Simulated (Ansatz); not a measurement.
# Ca on Ti(0001): change of the work function, part 2 of 2

How does one ordered layer of Ca (fcc site) change the work function of Ti(0001), and what dipole does each adsorbate carry?

Ansatz 0.2.0; plane-wave DFT, PBE, Ansatz PAW.

So far, work function, upper face (eV): step 2 (the clean slab) 4.37.

**3. Adsorbate added**

System of this step: Ca/Ti(0001). The cell holds 17 atoms: 16 Ti and 1 Ca. Its edges and angles: a = 5.900 Å, b = 5.900 Å, c = 27.934 Å, α = 90.0°, β = 90.0°, γ = 60.0°. Vacuum lies along c.

The clean slab as it ended is repeated in the plane and the adsorbate is set on one face; the cell's size fixes the coverage, and the k-mesh shrinks with it to keep the sampling density about even. Adsorbate and upper layers relax, since the dipole depends on the height.

The input, input.yaml:

```yaml
crystal:
  lattice:
    - [5.9, 0.0, 0.0]
    - [2.95, 5.1095498824, 0.0]
    - [0.0, 0.0, 27.9339691578]
  atoms:
    - { symbol: Ti, position: [0.3333333333, 0.3333333333, 0.3221883703] }
    - { symbol: Ti, position: [0.0, 0.0, 0.4060396836] }
    - { symbol: Ti, position: [0.3333333333, 0.3333333333, 0.4923254472] }
    - { symbol: Ti, position: [0.0, 0.0, 0.5699612071] }
    - { symbol: Ti, position: [0.3333333333, 0.8333333333, 0.3221883703] }
    - { symbol: Ti, position: [0.0, 0.5, 0.4060396836] }
    - { symbol: Ti, position: [0.3333333333, 0.8333333333, 0.4923254472] }
    - { symbol: Ti, position: [0.0, 0.5, 0.5699612071] }
    - { symbol: Ti, position: [0.8333333333, 0.3333333333, 0.3221883703] }
    - { symbol: Ti, position: [0.5, 0.0, 0.4060396836] }
    - { symbol: Ti, position: [0.8333333333, 0.3333333333, 0.4923254472] }
    - { symbol: Ti, position: [0.5, 0.0, 0.5699612071] }
    - { symbol: Ti, position: [0.8333333333, 0.8333333333, 0.3221883703] }
    - { symbol: Ti, position: [0.5, 0.5, 0.4060396836] }
    - { symbol: Ti, position: [0.8333333333, 0.8333333333, 0.4923254472] }
    - { symbol: Ti, position: [0.5, 0.5, 0.5699612071] }
    - { symbol: Ca, position: [0.1666666667, 0.1666666667, 0.6778116297] }
kpoints:
  mp_grid: { grid: [6, 6, 1] }
hamiltonian:
  xc: pbe
scf:
  occupations: { method: fermi_dirac, width: 0.1 }
  convergence: { dr2_threshold: 1.0e-08 }
efield:
  axis: 3
  dipole_correction: true
  ramp_position: 0.97
  ramp_width: 0.06
relax:
  f_tol: 0.02
  max_steps: 60
  constraints: [{ sites: [0, 1, 4, 5, 8, 9, 12, 13] }]
output:
  dos: { projected: true, e_range: [-8, 4] }
  write_potential: true
  write_density: true
  volumetric_format: npy
  elf: true
```

On the command line:

```sh
> ansatz run input.yaml --threads 2 --pin off --max-ram 3072MiB --backend cpu --events-out ev --progress --plain --runs-dir out
```

Log:

```text
[...]
Crystal: 17 atoms, lattice volume = 842.107 Å³
Basis set: ecut = 420 eV, 16329 PW (Γ), exchange–correlation on 80×80×384 points (8 copies of the dense FFT grid, shifted against one another)
Bands: 122, of which v1, the nominal top of the filled ones, is band 101 counted from 1 (100 counted from 0)
Symmetry: 6 space group operations
[...]
k-points: 7 of 36 (time reversal used)
[...]
SCF iter   1: F=—  HF=-41805.105687 eV  |F-HF|=—  |Δ(HF+E_count)|=         —  Δρ=1.06e-2  dr2=3.53e1  ethr=1.77e-3  p=0.424 e·Å  D=9.12e-2 V/Å  ΔV_dip=-2.55 eV  dr2_dipole=2.32e1  V_vac-E_F(+/−)=1.63/4.17 eV  ⟨swp⟩=14.3  Hψ=4802  notcnv=0
[...]
SCF iter  11: F=-41804.803453 eV  HF=-41804.803453 eV  |F-HF|=4.29e-10  |Δ(HF+E_count)|=   6.44e-8  Δρ=4.80e-7  dr2=3.15e-9  ethr=4.95e-12  p=0.348 e·Å  D=7.48e-2 V/Å  ΔV_dip=-2.09 eV  dr2_dipole=2.51e-11  V_vac-E_F(+/−)=2.32/4.41 eV  ⟨swp⟩=18.3  Hψ=8389  notcnv=0
SCF 1 converged in 11 iterations: F = -41804.803453 eV  dr2 = 3.15e-9
[...]
relax step   1: F+E_penalty+E_count = -41804.80345305 eV  Δ(F+E_penalty+E_count) = +0.000e0 eV  max|allowed force component| = 8.662e-1 eV/Å  Δτ_max = 0.0000 Å  (11 SCF iters, accepted)
[...]
SCF iter   1: F=—  HF=-41805.029307 eV  |F-HF|=—  |Δ(HF+E_count)|=         —  Δρ=4.66e-3  dr2=6.50e-1  ethr=2.38e-4  p=0.348 e·Å  D=7.48e-2 V/Å  ΔV_dip=-2.09 eV  dr2_dipole=7.51e-2  V_vac-E_F(+/−)=2.34/4.43 eV  ⟨swp⟩=2.0  Hψ=3081  notcnv=0
[...]
eigensolver tolerance schedule calibrated: the retry pair's looser diagonalisation under-reported the residual by θ = 0.26 (0.23/decade); ethr = c·dr2/N_el runs at the constant in force after the calibration composes with the one it found (an armed cap, an earlier calibration), c = 1.9e-2
[...]
SCF iter   2: F=—  HF=-41804.980867 eV  |F-HF|=—  |Δ(HF+E_count)|=   4.84e-2  Δρ=2.59e-3  dr2=1.53e-1  ethr=5.97e-5  p=0.375 e·Å  D=8.06e-2 V/Å  ΔV_dip=-2.25 eV  dr2_dipole=2.32e-3  V_vac-E_F(+/−)=2.16/4.42 eV  ⟨swp⟩=3.0  Hψ=1907  notcnv=0
[...]
SCF iter  10: F=-41804.970578 eV  HF=-41804.970578 eV  |F-HF|=2.04e-10  |Δ(HF+E_count)|=   2.59e-9  Δρ=3.28e-7  dr2=1.59e-9  ethr=1.00e-12  p=0.371 e·Å  D=7.96e-2 V/Å  ΔV_dip=-2.22 eV  dr2_dipole=7.72e-13  V_vac-E_F(+/−)=2.19/4.41 eV  ⟨swp⟩=11.9  Hψ=6042  notcnv=0
SCF 2 converged in 10 iterations: F = -41804.970578 eV  dr2 = 1.59e-9
[...]
relax step   2: F+E_penalty+E_count = -41804.97057781 eV  Δ(F+E_penalty+E_count) = -1.671e-1 eV  max|allowed force component| = 6.160e-1 eV/Å  Δτ_max = 0.1838 Å  (10 SCF iters, accepted)
SCF iter   1: F=—  HF=-41805.121737 eV  |F-HF|=—  |Δ(HF+E_count)|=         —  Δρ=6.61e-3  dr2=6.34e0  ethr=1.81e-3  p=0.371 e·Å  D=7.96e-2 V/Å  ΔV_dip=-2.22 eV  dr2_dipole=2.04e0  V_vac-E_F(+/−)=2.21/4.44 eV  ⟨swp⟩=5.7  Hψ=1993  notcnv=0
[...]
SCF iter  10: F=-41805.030342 eV  HF=-41805.030342 eV  |F-HF|=5.01e-9  |Δ(HF+E_count)|=   1.46e-8  Δρ=3.32e-7  dr2=1.10e-9  ethr=4.95e-12  p=0.378 e·Å  D=8.13e-2 V/Å  ΔV_dip=-2.27 eV  dr2_dipole=9.36e-12  V_vac-E_F(+/−)=2.14/4.41 eV  ⟨swp⟩=11.6  Hψ=6223  notcnv=0
SCF 3 converged in 10 iterations: F = -41805.030342 eV  dr2 = 1.10e-9
relax step   3: F+E_penalty+E_count = -41805.03034192 eV  Δ(F+E_penalty+E_count) = -5.976e-2 eV  max|allowed force component| = 1.924e-1 eV/Å  Δτ_max = 0.1971 Å  (10 SCF iters, accepted)
[...]
relax step   4: F+E_penalty+E_count = -41805.03650244 eV  Δ(F+E_penalty+E_count) = -6.161e-3 eV  max|allowed force component| = 3.806e-2 eV/Å  Δτ_max = 0.0398 Å  (9 SCF iters, accepted)
SCF iter   1: F=—  HF=-41805.036608 eV  |F-HF|=—  |Δ(HF+E_count)|=         —  Δρ=3.62e-4  dr2=1.40e-2  ethr=1.12e-4  p=0.379 e·Å  D=8.14e-2 V/Å  ΔV_dip=-2.27 eV  dr2_dipole=4.28e-3  V_vac-E_F(+/−)=2.14/4.41 eV  ⟨swp⟩=1.9  Hψ=1115  notcnv=0
[...]
SCF iter   7: F=-41805.036870 eV  HF=-41805.036870 eV  |F-HF|=5.24e-10  |Δ(HF+E_count)|=   2.56e-8  Δρ=5.32e-7  dr2=5.20e-9  ethr=4.95e-12  p=0.379 e·Å  D=8.14e-2 V/Å  ΔV_dip=-2.27 eV  dr2_dipole=4.89e-10  V_vac-E_F(+/−)=2.14/4.41 eV  ⟨swp⟩=13.3  Hψ=6268  notcnv=0
SCF 5 converged in 7 iterations: F = -41805.036870 eV  dr2 = 5.20e-9
relax step   5: F+E_penalty+E_count = -41805.03687016 eV  Δ(F+E_penalty+E_count) = -3.677e-4 eV  max|allowed force component| = 1.093e-2 eV/Å  Δτ_max = 0.0063 Å  (7 SCF iters, accepted)
NSCF: frozen V_eff on 7 k-points
[...]
WARN: The output density's exchange-correlation potential varies sharply where the density is thin. Do not read a vacuum level from v_tot or v_xc, or from such a field of the output density. On a cell that repeats whose density bears no net charge and no dipole along the vacuum's axis use v_es (v_loc + v_h of the components); under efield.dipole_correction with no amplitude use v_es + v_field, which holds any externa [...]
SCF converged after 7 iterations
Free energy (F): -41805.036870 eV
[...]
Internal energy: -41804.037082 eV  (E = F + TS)
E sigma→0 (E₀):  -41804.536976 eV
Entropy (-TS):   -0.999788 eV (-58.811 meV/atom)
Fermi energy:    2.730716 eV
Dipole field:    D = 0.081405 V/Å  (p = 0.378840 e·Å, saw-weighted, corrected)
Work function:   Φ+ = 2.1377 eV   Φ− = 4.4116 eV
[...]
--- Forces (eV/Å), atoms counted from 1 ---
  atom   1  Ti    -0.01418066    -0.00818721     0.57183573
  atom   2  Ti     0.00616482     0.00355926    -0.59670673
  atom   3  Ti     0.00333396     0.00192487    -0.00266069
  atom   4  Ti     0.00946896     0.00546691     0.00426311
  atom   5  Ti     0.00000000     0.01637442     0.57183573
  atom   6  Ti     0.00000000    -0.00711853    -0.59670673
  atom   7  Ti    -0.00000000    -0.00384973    -0.00266069
  atom   8  Ti    -0.00000000    -0.01093381     0.00426311
  atom   9  Ti     0.01418066    -0.00818721     0.57183573
  atom  10  Ti    -0.00616482     0.00355926    -0.59670673
  atom  11  Ti    -0.00333396     0.00192487    -0.00266069
  atom  12  Ti    -0.00946896     0.00546691     0.00426311
  atom  13  Ti    -0.00000000     0.00000000     0.56785681
  atom  14  Ti     0.00000000    -0.00000000    -0.49518759
  atom  15  Ti     0.00000000     0.00000000     0.00243988
  atom  16  Ti     0.00000000    -0.00000000    -0.00139908
  atom  17  Ca    -0.00000000     0.00000000    -0.00391327
  max |Σ_I F_I| component: 8.99e-6 eV/Å
--- Band table (eV; the first three rows and the last of 7) ---
  k-point 0: bands = [... 97 lower, 2.7393, 3.0285, 3.0890, 3.1158, 3.1158, 3.1784, 3.3885, 3.4201, ... 17 higher]
  k-point 1: bands = [... 97 lower, 2.7224, 2.8613, 2.9801, 2.9846, 2.9977, 3.0959, 3.2202, 3.2335, ... 17 higher]
  k-point 2: bands = [... 97 lower, 2.5472, 2.5579, 2.7266, 2.7417, 2.7840, 2.8172, 2.9461, 2.9863, ... 17 higher]
  k-point 6: bands = [... 97 lower, 2.3268, 2.3426, 2.4245, 2.4258, 2.4623, 2.6441, 2.6672, 2.7775, ... 17 higher]
--- Relaxed structure (5 steps of the walk, 5 accepted, 0 SCFs on fresh bases) ---
  F+E_penalty+E_count = -41805.03687016 eV   max|allowed force component| = 1.093e-2 eV/Å
  atoms:
    - { symbol: Ti, position: [0.333333, 0.333333, 0.3221883703] }
    - { symbol: Ti, position: [2.666712e-17, 2.666712e-17, 0.4060396836] }
    - { symbol: Ti, position: [0.336560, 0.336560, 0.491924] }
    - { symbol: Ti, position: [0.00187437, 0.00187437, 0.569414] }
    - { symbol: Ti, position: [0.333333, 0.833333, 0.3221883703] }
    - { symbol: Ti, position: [8.326673e-17, 0.500000, 0.4060396836] }
    - { symbol: Ti, position: [0.336560, 0.826880, 0.491924] }
    - { symbol: Ti, position: [0.00187437, 0.496251, 0.569414] }
    - { symbol: Ti, position: [0.833333, 0.333333, 0.3221883703] }
    - { symbol: Ti, position: [0.5, 2.666712e-17, 0.4060396836] }
    - { symbol: Ti, position: [0.826880, 0.336560, 0.491924] }
    - { symbol: Ti, position: [0.496251, 0.00187437, 0.569414] }
    - { symbol: Ti, position: [0.833333, 0.833333, 0.3221883703] }
    - { symbol: Ti, position: [0.500000, 0.500000, 0.4060396836] }
    - { symbol: Ti, position: [0.833333, 0.833333, 0.490433] }
    - { symbol: Ti, position: [0.500000, 0.500000, 0.575698] }
    - { symbol: Ca, position: [0.166667, 0.166667, 0.665565] }
```

The job ended after 4.2 min (2 threads of Arm Neoverse V1, shared host; peak memory 1.7 GiB; 8.3 min of CPU time).

Step by step:

```tsv
step	energy less that of the first step (eV)	largest force component (eV/Å)
1	0.0000	0.8662
2	-0.1671	0.6160
3	-0.2269	0.1924
4	-0.2330	0.0381
5	-0.2334	0.0109
```

Forces are held to the 6 operations that the program found; a distortion that breaks them can't arise in this run.

The atoms that moved most (Å):

```tsv
atom	dx	dy	dz	length
Ca17	0.000	0.000	-0.342	0.342
Ti16	0.000	0.000	0.160	0.160
Ti15	0.000	0.000	-0.053	0.053
Ti7	0.000	-0.033	-0.011	0.035
Ti3	0.029	0.016	-0.011	0.035
Ti11	-0.029	0.016	-0.011	0.035
Ti8	0.000	-0.019	-0.015	0.025
Ti12	-0.017	0.010	-0.015	0.025
```

The relaxed structure:

```xyz
17
Lattice="5.9000 0.0000 0.0000 2.9500 5.1095 0.0000 0.0000 0.0000 27.9340" Properties=species:S:1:pos:R:3
Ti    2.9500    1.7032    9.0000
Ti    0.0000    0.0000   11.3423
Ti    2.9786    1.7197   13.7414
Ti    0.0166    0.0096   15.9060
Ti    4.4250    4.2580    9.0000
Ti    1.4750    2.5548   11.3423
Ti    4.4250    4.2250   13.7414
Ti    1.4750    2.5356   15.9060
Ti    5.9000    1.7032    9.0000
Ti    2.9500    0.0000   11.3423
Ti    5.8714    1.7197   13.7414
Ti    2.9334    0.0096   15.9060
Ti    7.3750    4.2580    9.0000
Ti    4.4250    2.5548   11.3423
Ti    7.3750    4.2580   13.6997
Ti    4.4250    2.5548   16.0815
Ca    1.4750    0.8516   18.5919
```

Read from the output:

- energy at zero smearing: -41804.5370 eV
- work function, upper face: 2.138 eV
- work function, lower face: 4.412 eV
- dipole along the normal: 0.3788 e·Å
- step between the vacuum levels: -2.274 eV

Running mean over 2.342 Å of the planar mean; the ramp of the sawtooth is left out. Electron's electrostatic potential energy less the Fermi level against z:

```tsv
z (Å)	electron's electrostatic potential energy less the Fermi level (eV)
3.5	4.41
4.0	4.41
4.5	4.41
5.0	4.39
5.5	4.35
6.0	4.23
6.5	3.87
7.0	2.89
7.5	0.377
8.0	-3.14
8.5	-5.86
9.0	-6.74
9.5	-6.70
10.0	-6.59
10.5	-6.56
11.0	-6.57
11.5	-6.57
12.0	-6.45
12.5	-6.37
13.0	-6.42
13.5	-6.60
14.0	-6.87
14.5	-7.28
15.0	-7.35
15.5	-7.06
16.0	-6.65
16.5	-5.64
17.0	-3.42
17.5	-1.27
18.0	-0.306
18.5	-0.307
19.0	-0.396
19.5	0.00715
20.0	0.900
20.5	1.59
21.0	1.89
21.5	2.03
22.0	2.09
22.5	2.12
23.0	2.13
23.5	2.13
24.0	2.14
24.5	2.14
```

The density of states has structure finer than the step of the table below, so its rows give means over 0.25 eV. Peaks (eV: height): -0.840: 62.7, -0.720: 64.0, -0.630: 47.1, -0.060: 43.3, 0.180: 48.5, 0.660: 56.8, 0.720: 74.7.

The density of states by energy, zero at the Fermi level; means over each step:

```tsv
energy (eV)	density of states (states/eV a cell)
-6.00	0
-5.75	0.262
-5.50	1.15
-5.25	1.17
-5.00	1.15
-4.75	1.92
-4.50	3.02
-4.25	2.41
-4.00	2.43
-3.75	3.65
-3.50	4.23
-3.25	3.07
-3.00	6.53
-2.75	8.66
-2.50	8.58
-2.25	15.0
-2.00	18.7
-1.75	20.2
-1.50	16.5
-1.25	22.7
-1.00	25.5
-0.75	37.7
-0.50	13.7
-0.25	27.3
0.00	29.3
0.25	34.5
0.50	32.9
```

Projected DOS per atom over height of the atomic layer and energy from the Fermi level. Layers: Ti4 Ti4 Ti4 Ti4 Ca from below.

Ten even steps from '_' (0.00 states/eV) to '@' (2.75 states/eV), each cell a mean:
```
@@####%%::
@@++==**..
%%====**__
++**====__
++==++##--
--======--
--==++--__
::====--__
........__
........__
__________
__________
__________
__________
__________
__________
__________
__________
__________
__________
__________
__________
```
Columns: height of the atomic layer (Å) from 9 to 18.6 (not evenly spaced); rows upwards: energy from the Fermi level (eV) from -7.96 to 0.745.

Valence density in the ca plane at fractional y = 0.000, with atoms of Ti within 0.2 Å of it. It is the smooth field of the valence electrons, not physical close to the nuclei.

Ten steps, logarithmic in the rise over the least value, from '0' (0.00 × 1e0 e/Å³) to '9' (9.63 × 1e0 e/Å³), each cell a mean:
```
22236998522222224899731000000000000000000000
22224675322222223576421000000000000000000000
32222332222233222233211000000000000000000000
42222222222344222222111000000000000000000000
32222222222343222222111000000000000000000000
22223554222232222454311000000000000000000000
22235887422222223788621000000000000000000000
22237998522222225899731100000000000000000000
22236998522222224899731100000000000000000000
22224675322222223577421111110000000000000000
32222332222233222333221123321000000000000000
42222222222333222222221124431000000000000000
32222222222233222222221123431000000000000000
22223554222222222455321112211000000000000000
22235887422222224788621111100000000000000000
22237998522222225899731100000000000000000000
```
Columns run along c (16.0 Å, from fractional 0.33 to 0.91 of the cell), rows up along a (5.9 Å). Atoms in or near the plane, at fractional coordinates: Ti at (0.41, 0.00), Ti at (0.57, 0.00), Ti at (0.41, 0.50), Ti at (0.57, 0.50).

Electrostatic potential energy in the ca plane at fractional y = 0.000, with atoms of Ti within 0.2 Å of it. With pseudopotentials it is smooth inside the atoms' cores, unlike the true potential.

Ten even steps from '0' (-35 eV) to '9' (6 eV), each cell a mean:
```
99862000489999985000268999999999999999999999
88885213689888887422589999999999999999999999
68888767898766888777899999999999999999999999
57899888998645789988999999999999999999999999
57898888998656789888899999999999999999999999
78886445788877888644689999999999999999999999
89873001589989986200379999999999999999999999
99861000489999984000168999999999999999999999
99862000489999984000168998889999999999999999
88885213789888887312479987788899999999999999
68888767898767888766899876667899999999999999
57899888998655789988999875467899999999999999
57898888998766789888899875567899999999999999
78886445789878888544689887778899999999999999
89873001589999985100378988888999999999999999
99861000489999984000158999999999999999999999
```
Columns run along c (16.0 Å, from fractional 0.33 to 0.91 of the cell; values clipped at the 3rd and 97th percentile), rows up along a (5.9 Å). Atoms in or near the plane, at fractional coordinates: Ti at (0.41, 0.00), Ti at (0.57, 0.00), Ti at (0.41, 0.50), Ti at (0.57, 0.50).

ELF in the ca plane at fractional y = 0.000, with atoms of Ti within 0.2 Å of it. It is the smooth field of the valence electrons, not physical close to the nuclei.

Ten even steps from '0' (0.00) to '9' (0.75), each cell a mean:
```
78526647426778843756721243322332210000000000
34423675234323442466312344443321100000000000
22342222342122233222124554443221000000000000
21355334541232135533356654433211000000000000
21353222442122134322245554443211000000000000
23422442233222332244212444443321100000000000
56425777325556742677611344433322110000000000
88537417526899944713821232111233211000000000
78526647426778843745721210000123321100000000
34423675234333432576413201110013442100000000
22342222342111233222245114641013553210000000
21355324552122135433476237962013554210000000
21353222452122134322365126862013554210000000
23422442233222332344224212421013543100000000
56425777325556742777612210000123432100000000
88537317526899944713821221001123321000000000
```
Columns run along c (16.0 Å, from fractional 0.33 to 0.91 of the cell), rows up along a (5.9 Å). Atoms in or near the plane, at fractional coordinates: Ti at (0.41, 0.00), Ti at (0.57, 0.00), Ti at (0.41, 0.50), Ti at (0.57, 0.50).

The relaxation took 5 steps and lowered the energy by 0.23 eV; the largest force on the free atoms ends at 0.011 eV/Å.

By hand: a sheet of dipoles makes a step −p/(ε₀A) in the electron's potential. With e/ε₀ = 180.95 V·Å, p = 0.3788 e·Å and A = 30.15 Å², that is −180.95 × (0.3788) / 30.15 = -2.274 eV, and the two vacuum levels of the run differ by -2.274 eV.

The covered face has 2.14 eV, -2.24 eV against the clean one; the bare back face has moved by -0.01 eV, a measure of how thin the slab is.

**4. Work function against coverage**

This step: plane-wave DFT, PBE, Ansatz PAW; work function against coverage (Ansatz 0.2.0).

The runs are now put side by side.

Numbers from this step:

| Quantity | Value |
| --- | --- |
| work function of the clean face | 4.373 eV |
| largest change of the work function | -2.235 eV |

Work function of the covered face against coverage:

```tsv
coverage (adsorbates/nm²)	work function of the covered face (eV)
0.00	4.37
3.32	2.14
```

The dipole per adsorbate comes from the change of the cell's dipole. Coverage, by row:

```tsv
coverage (1/nm²)	coverage (ML)	work function (eV)	change (eV)	dipole per adsorbate, positive end outwards (debye)	mean height of the added atoms over the highest substrate atom (Å)
3.317	0.25	2.138	-2.235	1.779	2.51
```

**5. Summary of results**

```json
{
  "work function of the clean face": "4.37 eV",
  "work function at 0.25 ML": "2.14 eV",
  "dipole per adsorbate at 0.25 ML, positive end outwards": "1.78 D"
}
```

What this shows: Ca lowers the work function of Ti(0001) at the lowest coverage, by 2.24 eV: the adsorbate layer has its positive end outwards. One coverage alone was completed, so no trend follows. The slab has 4 layers, at the tabulated experimental lattice constant, one starting site was run, and quantum-size effects of a slab this thin can reach one or two tenths of an eV.

[Long decimals in the printed logs are rounded to 6 places.]

[Logs are printed without paths, hosts, clocks, repeated set-up lines and the standing remarks that a program may print on its own settings, such as how far it seeks lower states.]

[Hosts, paths, dates, database ids (printed as entryN), source tags and the programs' standing remarks are cut or masked in the printed files.]

[Maps of the electrostatic potential energy from Ansatz leave out the sawtooth potential of an applied field or a dipole correction, so their vacuum need not be flat; planar profiles and work functions include it.]

[The density of states shown here was stored with 400 of the rows of the run's finer table, so its peaks can read low, often by over a quarter, or be missed, and its means over a window can be off by a tenth or more.]
